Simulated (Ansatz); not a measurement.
# F on Hf(0001): change of the work function

Wanted: Δφ(θ) for F/Hf(0001), starting from the fcc site.

Method: plane-wave DFT, PBE, Ansatz PAW, in Ansatz 0.2.0.

## 1. Starting point

The cell holds 4 atoms: 4 Hf. Cell: a = 3.200 Å, b = 3.200 Å, c = 25.594 Å, α = 90.0°, β = 90.0°, γ = 60.0°. Vacuum lies along c.

Coordinates:

```cif
data_structure
_symmetry_space_group_name_H-M 'P 1'
_symmetry_Int_Tables_number 1
_cell_length_a 3.2000
_cell_length_b 3.2000
_cell_length_c 25.5936
_cell_angle_alpha 90.000
_cell_angle_beta 90.000
_cell_angle_gamma 60.000
_cell_volume 226.97
loop_
_atom_site_label
_atom_site_type_symbol
_atom_site_fract_x
_atom_site_fract_y
_atom_site_fract_z
_atom_site_occupancy
Hf1 Hf 0.66667 0.66667 0.35165 1
Hf2 Hf 0.00000 0.00000 0.45055 1
Hf3 Hf 0.66667 0.66667 0.54945 1
Hf4 Hf 0.00000 0.00000 0.64835 1
```

## 2. The clean slab

The bare slab comes first, as the zero from which every change is counted. The two lowest layers are held at bulk places and the upper ones relax. The dipole correction removes the false field that a one-sided slab makes across the periodic vacuum, so each face gets a flat vacuum level of its own.

File input.yaml:

```yaml
crystal:
  lattice:
    - [3.2, 0.0, 0.0]
    - [1.6, 2.7712812921, 0.0]
    - [0.0, 0.0, 25.5936]
  atoms:
    - { symbol: Hf, position: [0.6666666667, 0.6666666667, 0.3516504126] }
    - { symbol: Hf, position: [0.0, 0.0, 0.4505501375] }
    - { symbol: Hf, position: [0.6666666667, 0.6666666667, 0.5494498625] }
    - { symbol: Hf, position: [0.0, 0.0, 0.6483495874] }
kpoints:
  mp_grid: { grid: [12, 12, 1] }
hamiltonian:
  xc: pbe
scf:
  occupations: { method: fermi_dirac, width: 0.1 }
  convergence: { dr2_threshold: 1.0e-08 }
efield:
  axis: 3
  dipole_correction: true
  ramp_position: 0.97
  ramp_width: 0.06
relax:
  f_tol: 0.02
  max_steps: 60
  constraints: [{ sites: [0, 1] }]
output:
  write_potential: true
  write_density: true
  volumetric_format: npy
```

Started as:

```sh
ansatz run input.yaml --threads 4 --pin off --max-ram 16384MiB --backend cpu --events-out ev --progress --plain --runs-dir out
```

Output:

```text
Engine: ansatz 0.2.0, aarch64-unknown-linux-gnu
Pseudopotentials: kind: paw
Pseudopotential: Hf, paw, valence charge 26, recommended cutoff 420 eV (normal), Hf.paw.azcp
Functional definition: PBE
  parameter kappa = 0.804
  parameter beta = 0.066725
  exchange = pbe_x(kappa = kappa, mu = beta*pi^2/3)
  correlation = pbe_c(beta = beta)
Crystal: 4 atoms, lattice volume = 226.967 Å³
Basis set: ecut = 420 eV, 4501 PW (Γ), exchange–correlation on 48×48×360 points (8 copies of the dense FFT grid, shifted against one another)
Bands: 63, of which v1, the nominal top of the filled ones, is band 52 counted from 1 (51 counted from 0)
Symmetry: 6 space group operations
k-points: 19 of 144 (time reversal used)
Non-local potential: Hf, projectors of the file, l = 0: 3, l = 1: 2, l = 2: 2, l = 3: 3
PAW form: soft (Blöchl's): semilocal exchange-correlation on the pseudo side does not see the compensation charge
PAW one-centre angular grid: Hf, 590 points (default); XC on 64 Gauss nodes
Initial density: superposition of atomic densities (neutral atoms: chi_scale 0, normalization atom), corrected by the library's trained network
Initial wavefunctions: pseudopotential atomic-orbital guess
Functional: x = pbe(κ = 0.804, μ = 0.219515), c = pbe(β = 0.066725)
SCF iter   1: F=—  HF=-62883.574226 eV  |F-HF|=—  |Δ(HF+E_count)|=         —  Δρ=6.91e-3  dr2=2.48e0  ethr=1.77e-3  p=0.000 e·Å  D=2.71e-14 V/Å  ΔV_dip=-0.00 eV  dr2_dipole=5.24e-7  V_vac-E_F(+/−)=4.47/4.47 eV  ⟨swp⟩=5.7  Hψ=3956  notcnv=0
efield: sawtooth ramp at fractional position 0.9700 (set: `efield.ramp_position`, or a place that a band, a saddle search or an elastic batch's reference lends), width 0.0600; the density the first Hamiltonian is built on has a dipole p = 0.000 e·Å; the dipole correction subtracts the counter field D = 2.71e-14 V/Å, which shifts the + side's vacuum level by -0.00 eV against the − side's; the planar-averaged density in the ramp window peaks in size at 2.6e-5 e/Å³
preconditioner: auto → LDOS  [metal: Δε(μ)=0.011 eV  Ē_g=17.068 eV  σ=0.100 eV  W_gap=0.03  n_scr=60 (ndim 8)  ℏωp=24.1 eV  f_vac=0.553  D(μ)=6.26/eV (n_scr^D=18)  β→1.0]
SCF iter   2: F=—  HF=-62883.510512 eV  |F-HF|=—  |Δ(HF+E_count)|=   6.37e-2  Δρ=2.12e-3  dr2=5.30e-2  ethr=1.77e-3  p=-0.000 e·Å  D=-3.82e-6 V/Å  ΔV_dip=0.00 eV  dr2_dipole=6.74e-7  V_vac-E_F(+/−)=4.35/4.35 eV  ⟨swp⟩=2.1  Hψ=1531  notcnv=0  defer=7
SCF iter   3: F=—  HF=-62883.507732 eV  |F-HF|=—  |Δ(HF+E_count)|=   2.78e-3  Δρ=1.29e-3  dr2=1.82e-2  ethr=5.10e-5  p=0.000 e·Å  D=2.75e-6 V/Å  ΔV_dip=-0.00 eV  dr2_dipole=1.17e-7  V_vac-E_F(+/−)=4.38/4.38 eV  ⟨swp⟩=2.0  Hψ=2304  notcnv=0  defer=7
SCF iter   4: F=—  HF=-62883.506374 eV  |F-HF|=—  |Δ(HF+E_count)|=   1.36e-3  Δρ=3.13e-4  dr2=1.35e-3  ethr=1.75e-5  p=0.000 e·Å  D=1.63e-6 V/Å  ΔV_dip=-0.00 eV  dr2_dipole=2.59e-8  V_vac-E_F(+/−)=4.37/4.37 eV  ⟨swp⟩=1.8  Hψ=1505  notcnv=0  defer=7
SCF iter   5: F=—  HF=-62883.506585 eV  |F-HF|=—  |Δ(HF+E_count)|=   2.11e-4  Δρ=1.18e-4  dr2=3.29e-5  ethr=1.30e-6  p=0.000 e·Å  D=8.47e-7 V/Å  ΔV_dip=-0.00 eV  dr2_dipole=1.09e-8  V_vac-E_F(+/−)=4.36/4.36 eV  ⟨swp⟩=1.8  Hψ=1734  notcnv=0  defer=7
SCF iter   6: F=—  HF=-62883.506637 eV  |F-HF|=—  |Δ(HF+E_count)|=   5.19e-5  Δρ=4.63e-5  dr2=7.25e-6  ethr=3.16e-8  p=0.000 e·Å  D=5.79e-7 V/Å  ΔV_dip=-0.00 eV  dr2_dipole=1.52e-8  V_vac-E_F(+/−)=4.36/4.36 eV  ⟨swp⟩=2.2  Hψ=2138  notcnv=0  defer=7
SCF iter   7: F=—  HF=-62883.506507 eV  |F-HF|=—  |Δ(HF+E_count)|=   1.30e-4  Δρ=1.59e-5  dr2=7.02e-7  ethr=6.97e-9  p=0.000 e·Å  D=3.08e-7 V/Å  ΔV_dip=-0.00 eV  dr2_dipole=4.33e-9  V_vac-E_F(+/−)=4.36/4.36 eV  ⟨swp⟩=2.1  Hψ=2094  notcnv=0  defer=7
SCF iter   8: F=—  HF=-62883.506508 eV  |F-HF|=—  |Δ(HF+E_count)|=   1.20e-6  Δρ=6.71e-6  dr2=1.23e-7  ethr=6.75e-10  p=0.000 e·Å  D=2.18e-7 V/Å  ΔV_dip=-0.00 eV  dr2_dipole=8.53e-10  V_vac-E_F(+/−)=4.36/4.36 eV  ⟨swp⟩=2.1  Hψ=2101  notcnv=0  defer=7
SCF iter   9: F=—  HF=-62883.506508 eV  |F-HF|=—  |Δ(HF+E_count)|=   2.68e-7  Δρ=2.35e-6  dr2=1.92e-8  ethr=1.18e-10  p=0.000 e·Å  D=1.16e-7 V/Å  ΔV_dip=-0.00 eV  dr2_dipole=6.93e-14  V_vac-E_F(+/−)=4.36/4.36 eV  ⟨swp⟩=2.1  Hψ=2128  notcnv=0  defer=7
SCF iter  10: F=-62883.506508 eV  HF=-62883.506508 eV  |F-HF|=1.14e-8  |Δ(HF+E_count)|=   5.79e-8  Δρ=9.35e-7  dr2=3.60e-9  ethr=9.62e-12  p=0.000 e·Å  D=6.53e-8 V/Å  ΔV_dip=-0.00 eV  dr2_dipole=3.71e-14  V_vac-E_F(+/−)=4.36/4.36 eV  ⟨swp⟩=9.3  Hψ=8899  notcnv=0
SCF 1 converged in 10 iterations: F = -62883.506508 eV  dr2 = 3.60e-9
  greatest PAW one-centre occupation: 0.999 electrons in one spin orbital (limit 2), on the Hf atom at site 0 (counted from 0), in its partial waves of l = 0
relax step   1: F+E_penalty+E_count = -62883.50650814 eV  Δ(F+E_penalty+E_count) = +0.000e0 eV  max|allowed force component| = 8.192e-1 eV/Å  Δτ_max = 0.0000 Å  (10 SCF iters, accepted)
Initial density: handed on by an earlier stage of this run
Initial wavefunctions: those handed on with the density
SCF iter   1: F=—  HF=-62883.670937 eV  |F-HF|=—  |Δ(HF+E_count)|=         —  Δρ=9.48e-3  dr2=3.84e0  ethr=3.10e-3  p=0.000 e·Å  D=6.60e-8 V/Å  ΔV_dip=-0.00 eV  dr2_dipole=9.17e-1  V_vac-E_F(+/−)=4.38/4.38 eV  ⟨swp⟩=4.2  Hψ=2490  notcnv=0  defer=4
efield: sawtooth ramp at fractional position 0.9700 (set: `efield.ramp_position`, or a place that a band, a saddle search or an elastic batch's reference lends), width 0.0600; the density the first Hamiltonian is built on has a dipole p = 0.000 e·Å; the dipole correction subtracts the counter field D = 6.60e-8 V/Å, which shifts the + side's vacuum level by -0.00 eV against the − side's; the planar-averaged density in the ramp window peaks in size at 1.4e-7 e/Å³
preconditioner: auto → LDOS  [metal: Δε(μ)=0.008 eV  Ē_g=17.092 eV  σ=0.100 eV  W_gap=0.02  n_scr=60 (ndim 8)  ℏωp=24.1 eV  f_vac=0.557  D(μ)=5.33/eV (n_scr^D=16)  β→1.0]
SCF iter   2: F=—  HF=-62883.538296 eV  |F-HF|=—  |Δ(HF+E_count)|=   1.33e-1  Δρ=5.98e-3  dr2=4.50e-1  ethr=3.10e-3  p=0.009 e·Å  D=7.20e-3 V/Å  ΔV_dip=-0.18 eV  dr2_dipole=3.63e-2  V_vac-E_F(+/−)=4.18/4.36 eV  ⟨swp⟩=2.5  Hψ=1712  notcnv=0  defer=10
SCF iter   3: F=—  HF=-62883.508561 eV  |F-HF|=—  |Δ(HF+E_count)|=   2.97e-2  Δρ=2.78e-3  dr2=4.73e-2  ethr=4.33e-4  p=0.006 e·Å  D=4.46e-3 V/Å  ΔV_dip=-0.11 eV  dr2_dipole=3.42e-5  V_vac-E_F(+/−)=4.27/4.38 eV  ⟨swp⟩=3.0  Hψ=2355  notcnv=0  defer=10
[...]
SCF iter   7: F=—  HF=-62883.565817 eV  |F-HF|=—  |Δ(HF+E_count)|=   2.18e-6  Δρ=1.74e-5  dr2=7.22e-7  ethr=1.52e-8  p=0.002 e·Å  D=1.44e-3 V/Å  ΔV_dip=-0.04 eV  dr2_dipole=8.37e-8  V_vac-E_F(+/−)=4.34/4.38 eV  ⟨swp⟩=2.1  Hψ=2209  notcnv=0  defer=8
SCF iter   8: F=—  HF=-62883.565680 eV  |F-HF|=—  |Δ(HF+E_count)|=   1.37e-4  Δρ=6.75e-6  dr2=4.18e-7  ethr=6.94e-10  p=0.002 e·Å  D=1.36e-3 V/Å  ΔV_dip=-0.03 eV  dr2_dipole=1.31e-7  V_vac-E_F(+/−)=4.34/4.38 eV  ⟨swp⟩=2.2  Hψ=2159  notcnv=0  defer=8
SCF iter   9: F=—  HF=-62883.565680 eV  |F-HF|=—  |Δ(HF+E_count)|=   1.20e-7  Δρ=2.37e-6  dr2=6.97e-8  ethr=4.02e-10  p=0.002 e·Å  D=1.34e-3 V/Å  ΔV_dip=-0.03 eV  dr2_dipole=2.16e-8  V_vac-E_F(+/−)=4.34/4.38 eV  ⟨swp⟩=2.3  Hψ=1598  notcnv=0  defer=8
SCF iter  10: F=—  HF=-62883.565680 eV  |F-HF|=—  |Δ(HF+E_count)|=   2.58e-8  Δρ=9.36e-7  dr2=2.09e-8  ethr=6.70e-11  p=0.002 e·Å  D=1.33e-3 V/Å  ΔV_dip=-0.03 eV  dr2_dipole=7.64e-9  V_vac-E_F(+/−)=4.34/4.38 eV  ⟨swp⟩=2.1  Hψ=1661  notcnv=0  defer=8
SCF iter  11: F=-62883.565680 eV  HF=-62883.565680 eV  |F-HF|=6.62e-10  |Δ(HF+E_count)|=   3.39e-9  Δρ=3.51e-7  dr2=1.45e-9  ethr=9.62e-12  p=0.002 e·Å  D=1.32e-3 V/Å  ΔV_dip=-0.03 eV  dr2_dipole=2.40e-10  V_vac-E_F(+/−)=4.34/4.38 eV  ⟨swp⟩=9.8  Hψ=9095  notcnv=0
SCF 3 converged in 11 iterations: F = -62883.565680 eV  dr2 = 1.45e-9
relax step   3: F+E_penalty+E_count = -62883.56567999 eV  Δ(F+E_penalty+E_count) = -5.917e-2 eV  max|allowed force component| = 1.717e-1 eV/Å  Δτ_max = 0.0893 Å  (11 SCF iters, accepted)
[...]
relax step   4: F+E_penalty+E_count = -62883.56763627 eV  Δ(F+E_penalty+E_count) = -1.956e-3 eV  max|allowed force component| = 4.706e-2 eV/Å  Δτ_max = 0.0184 Å  (8 SCF iters, accepted)
SCF iter   1: F=—  HF=-62883.568121 eV  |F-HF|=—  |Δ(HF+E_count)|=         —  Δρ=3.45e-4  dr2=2.61e-3  ethr=5.67e-5  p=0.003 e·Å  D=2.04e-3 V/Å  ΔV_dip=-0.05 eV  dr2_dipole=3.65e-5  V_vac-E_F(+/−)=4.33/4.38 eV  ⟨swp⟩=2.0  Hψ=1658  notcnv=0  defer=9
efield: sawtooth ramp at fractional position 0.9700 (set: `efield.ramp_position`, or a place that a band, a saddle search or an elastic batch's reference lends), width 0.0600; the density the first Hamiltonian is built on has a dipole p = 0.003 e·Å; the dipole correction subtracts the counter field D = 2.04e-3 V/Å, which shifts the + side's vacuum level by -0.05 eV against the − side's; the planar-averaged density in the ramp window peaks in size at 1.6e-7 e/Å³
preconditioner: auto → LDOS  [metal: Δε(μ)=0.009 eV  Ē_g=17.042 eV  σ=0.100 eV  W_gap=0.02  n_scr=60 (ndim 8)  ℏωp=24.1 eV  f_vac=0.554  D(μ)=6.18/eV (n_scr^D=18)  β→1.0]
SCF iter   2: F=—  HF=-62883.567979 eV  |F-HF|=—  |Δ(HF+E_count)|=   1.42e-4  Δρ=1.79e-4  dr2=3.66e-4  ethr=2.51e-6  p=0.002 e·Å  D=1.74e-3 V/Å  ΔV_dip=-0.04 eV  dr2_dipole=1.22e-5  V_vac-E_F(+/−)=4.34/4.38 eV  ⟨swp⟩=2.0  Hψ=1515  notcnv=0  defer=9
SCF iter   3: F=—  HF=-62883.567967 eV  |F-HF|=—  |Δ(HF+E_count)|=   1.25e-5  Δρ=8.58e-5  dr2=3.95e-5  ethr=3.52e-7  p=0.002 e·Å  D=1.86e-3 V/Å  ΔV_dip=-0.05 eV  dr2_dipole=3.65e-8  V_vac-E_F(+/−)=4.33/4.38 eV  ⟨swp⟩=2.0  Hψ=2093  notcnv=0  defer=9
SCF iter   4: F=—  HF=-62883.567971 eV  |F-HF|=—  |Δ(HF+E_count)|=   4.31e-6  Δρ=2.41e-5  dr2=7.73e-6  ethr=3.79e-8  p=0.002 e·Å  D=1.84e-3 V/Å  ΔV_dip=-0.05 eV  dr2_dipole=2.66e-6  V_vac-E_F(+/−)=4.33/4.38 eV  ⟨swp⟩=2.0  Hψ=2095  notcnv=0  defer=9
SCF iter   5: F=—  HF=-62883.567835 eV  |F-HF|=—  |Δ(HF+E_count)|=   1.36e-4  Δρ=9.27e-6  dr2=2.80e-7  ethr=7.43e-9  p=0.002 e·Å  D=1.84e-3 V/Å  ΔV_dip=-0.05 eV  dr2_dipole=1.37e-9  V_vac-E_F(+/−)=4.33/4.38 eV  ⟨swp⟩=2.0  Hψ=1657  notcnv=0  defer=9
SCF iter   6: F=—  HF=-62883.567835 eV  |F-HF|=—  |Δ(HF+E_count)|=   7.87e-8  Δρ=3.23e-6  dr2=5.28e-8  ethr=2.69e-10  p=0.002 e·Å  D=1.85e-3 V/Å  ΔV_dip=-0.05 eV  dr2_dipole=4.35e-9  V_vac-E_F(+/−)=4.33/4.38 eV  ⟨swp⟩=2.0  Hψ=2116  notcnv=0  defer=9
SCF iter   7: F=—  HF=-62883.567835 eV  |F-HF|=—  |Δ(HF+E_count)|=   3.57e-8  Δρ=1.30e-6  dr2=1.03e-8  ethr=9.62e-12  p=0.002 e·Å  D=1.86e-3 V/Å  ΔV_dip=-0.05 eV  dr2_dipole=3.94e-10  V_vac-E_F(+/−)=4.33/4.38 eV  ⟨swp⟩=10.3  Hψ=9635  notcnv=0
SCF iter   8: F=-62883.567835 eV  HF=-62883.567835 eV  |F-HF|=5.09e-11  |Δ(HF+E_count)|=   6.89e-9  Δρ=5.25e-7  dr2=1.69e-9  ethr=9.62e-12  p=0.002 e·Å  D=1.86e-3 V/Å  ΔV_dip=-0.05 eV  dr2_dipole=5.32e-10  V_vac-E_F(+/−)=4.33/4.38 eV  ⟨swp⟩=9.7  Hψ=8498  notcnv=0
SCF 5 converged in 8 iterations: F = -62883.567835 eV  dr2 = 1.69e-9
relax step   5: F+E_penalty+E_count = -62883.56783470 eV  Δ(F+E_penalty+E_count) = -1.984e-4 eV  max|allowed force component| = 1.704e-3 eV/Å  Δτ_max = 0.0094 Å  (8 SCF iters, accepted)
NSCF: frozen V_eff on 19 k-points
the band table was solved once a step of the walk had ended and its energy, with any forces and stress, was formed, with the checks that follow a solve (5245 applications of the Hamiltonian). They found nothing against the state; the energy, forces and stress were not computed again (output.eigenvalues in the input reference)
WARN: The output density's exchange-correlation potential varies sharply where the density is thin. Do not read a vacuum level from v_tot or v_xc, or from such a field of the output density. On a cell that repeats whose density bears no net charge and no dipole along the vacuum's axis use v_es (v_loc + v_h of the components); under efield.dipole_correction with no amplitude use v_es + v_field, which holds any externa [...]
SCF converged after 8 iterations
Free energy (F): -62883.567835 eV
Harris-Foulkes:  -62883.567835 eV  (|F-HF|=5.09e-11)
Internal energy: -62883.372085 eV  (E = F + TS)
E sigma→0 (E₀):  -62883.469960 eV
Entropy (-TS):   -0.195750 eV (-48.937 meV/atom)
Fermi energy:    5.322127 eV
Dipole field:    D = 0.001891 V/Å  (p = 0.002372 e·Å, saw-weighted, corrected)
Work function:   Φ+ = 4.3323 eV   Φ− = 4.3807 eV
Levels:          The Fermi level and band energies are counted from a zero that moves with the ramp; work functions are not
--- Per-component energies (eV) ---
  E_band       = -1375.554868
  E_kinetic    = 1692.852933
  E_local      = -198039.683772  (includes V_loc(G=0)·N_el)
  E_nonlocal   = -4977.793772
  E_hartree    = 97660.541322
  E_xc         = -1197.750381
  E_vxc        = -1061.044369  (∫ρ·V_xc dr)
  E_paw        = -27710.418735  (= ΣΔE_a)
  E_vpaw       = 5689.037659  (= ΣTr[D̂ρ^β])
  E_aug_tail   = -0.000005  (compensation charges beyond the density's cutoff)
  E_efield     = 0.000002  (sawtooth field / dipole correction)
  E_vefield    = -0.003193  (∫n·V_field dr)
  E_ewald      = 69688.880323
  E_smearing   = -0.195750  (= −TS)
  E_closure    = -0.000000  (closes the sum)
  Σ components = -62883.567835   (vs F -62883.567835, Δ=0.00e0)
--- Forces (eV/Å), atoms counted from 1 ---
  atom   1  Hf    -0.00000000     0.00000000     0.66028476
  atom   2  Hf     0.00000000    -0.00000000    -0.65727949
  atom   3  Hf    -0.00000000     0.00000000    -0.00130238
  atom   4  Hf     0.00000000    -0.00000000    -0.00170409
  max |Σ_I F_I| component: 1.19e-6 eV/Å
--- Band table (eV; the first three rows and the last of 19) ---
  k-point 0: bands = [... 48 lower, 5.0697, 5.3423, 5.7534, 6.0479, 6.3967, 6.3967, 6.4979, 6.4979, ... 7 higher]
  k-point 1: bands = [... 48 lower, 4.9871, 5.2870, 5.5948, 5.9285, 6.2135, 6.2357, 6.5548, 6.5574, ... 7 higher]
  k-point 2: bands = [... 48 lower, 4.6880, 4.9972, 5.1933, 5.5914, 5.7265, 5.9912, 6.3752, 6.6642, ... 7 higher]
  k-point 18: bands = [... 48 lower, 4.0352, 4.2042, 4.2896, 5.2805, 5.3081, 5.4817, 5.5196, 5.7372, ... 7 higher]
--- Relaxed structure (5 steps of the walk, 4 accepted, 0 SCFs on fresh bases) ---
  F+E_penalty+E_count = -62883.56783470 eV   max|allowed force component| = 1.704e-3 eV/Å
  atoms:
    - { symbol: Hf, position: [0.666667, 0.666667, 0.3516504126] }
    - { symbol: Hf, position: [0.0, 0.0, 0.4505501375] }
    - { symbol: Hf, position: [0.666667, 0.666667, 0.553686] }
    - { symbol: Hf, position: [0, 0, 0.646654] }
```

Elapsed: 33 s, on 4 threads of Arm Neoverse V1, shared host; peak memory 0.72 GiB; 2.2 min of CPU time.

Step by step:

| step | energy less that of the first step (eV) | largest force component (eV/Å) |
| --- | --- | --- |
| 1 | 0.0000 | 0.8192 |
| 2 | 0.0064 | 1.1135 |
| 3 | -0.0592 | 0.1717 |
| 4 | -0.0611 | 0.0471 |
| 5 | -0.0613 | 0.0017 |

Relaxation step 2 was tried and not accepted.

The run keeps the 6 symmetry operations that the program found, so distortions that break them were not tested.

The atoms that moved most (Å):

| atom | dx | dy | dz | length |
| --- | --- | --- | --- | --- |
| Hf3 | 0.000 | 0.000 | 0.108 | 0.108 |
| Hf4 | 0.000 | 0.000 | -0.043 | 0.043 |

This step gave:

```yaml
energy_at_zero_smearing: -62883.4700 eV
work_function_upper_face: 4.332 eV
work_function_lower_face: 4.381 eV
dipole_along_the_normal: 0.002372 e·Å
step_between_the_vacuum_levels: -0.04841 eV
```

Running mean over 2.5312 Å of the planar mean; the ramp of the sawtooth is left out. The electron's electrostatic potential energy less the Fermi level by z:

z (Å), electron's electrostatic potential energy less the Fermi level (eV) and a bar from the least value:
```
      3.0       4.38 ##############################
      3.5       4.38 ##############################
      4.0       4.38 ##############################
      4.5       4.37 ##############################
      5.0       4.35 ##############################
      5.5       4.30 ##############################
      6.0       4.13 #############################
      6.5       3.64 ############################
      7.0       2.31 #########################
      7.5      -0.57 ##################
      8.0      -4.04 ##########
      8.5      -6.61 ####
      9.0      -7.41 ##
      9.5      -7.41 ##
     10.0      -7.30 ##
     10.5      -7.25 ##
     11.0      -7.26 ##
     11.5      -7.25 ##
     12.0      -7.07 ###
     12.5      -6.75 ###
     13.0      -6.68 ####
     13.5      -6.90 ###
     14.0      -7.23 ##
     14.5      -7.58 #
     15.0      -8.07 
     15.5      -8.20 
     16.0      -7.96 #
     16.5      -7.55 ##
     17.0      -6.75 ###
     17.5      -4.37 #########
     18.0      -0.94 #################
     18.5       2.06 ########################
     19.0       3.51 ############################
     19.5       4.05 #############################
     20.0       4.24 ##############################
     20.5       4.30 ##############################
     21.0       4.32 ##############################
     21.5       4.33 ##############################
     22.0       4.33 ##############################
     22.5       4.33 ##############################
```

The relaxation took 5 steps and lowered the energy by 0.061 eV; the largest force on the free atoms ends at 0.0017 eV/Å.

The work function of the upper face is 4.33 eV.

[end of part 1 of 4]

[Long decimals in the printed logs are rounded to 6 places.]

[Logs are printed without paths, hosts, clocks, repeated set-up lines and the standing remarks that a program may print on its own settings, such as how far it seeks lower states.]

[Hosts, paths, dates, database ids (printed as entryN), source tags and the programs' standing remarks are cut or masked in the printed files.]

[Maps of the electrostatic potential energy from Ansatz leave out the sawtooth potential of an applied field or a dipole correction, so their vacuum need not be flat; planar profiles and work functions include it.]
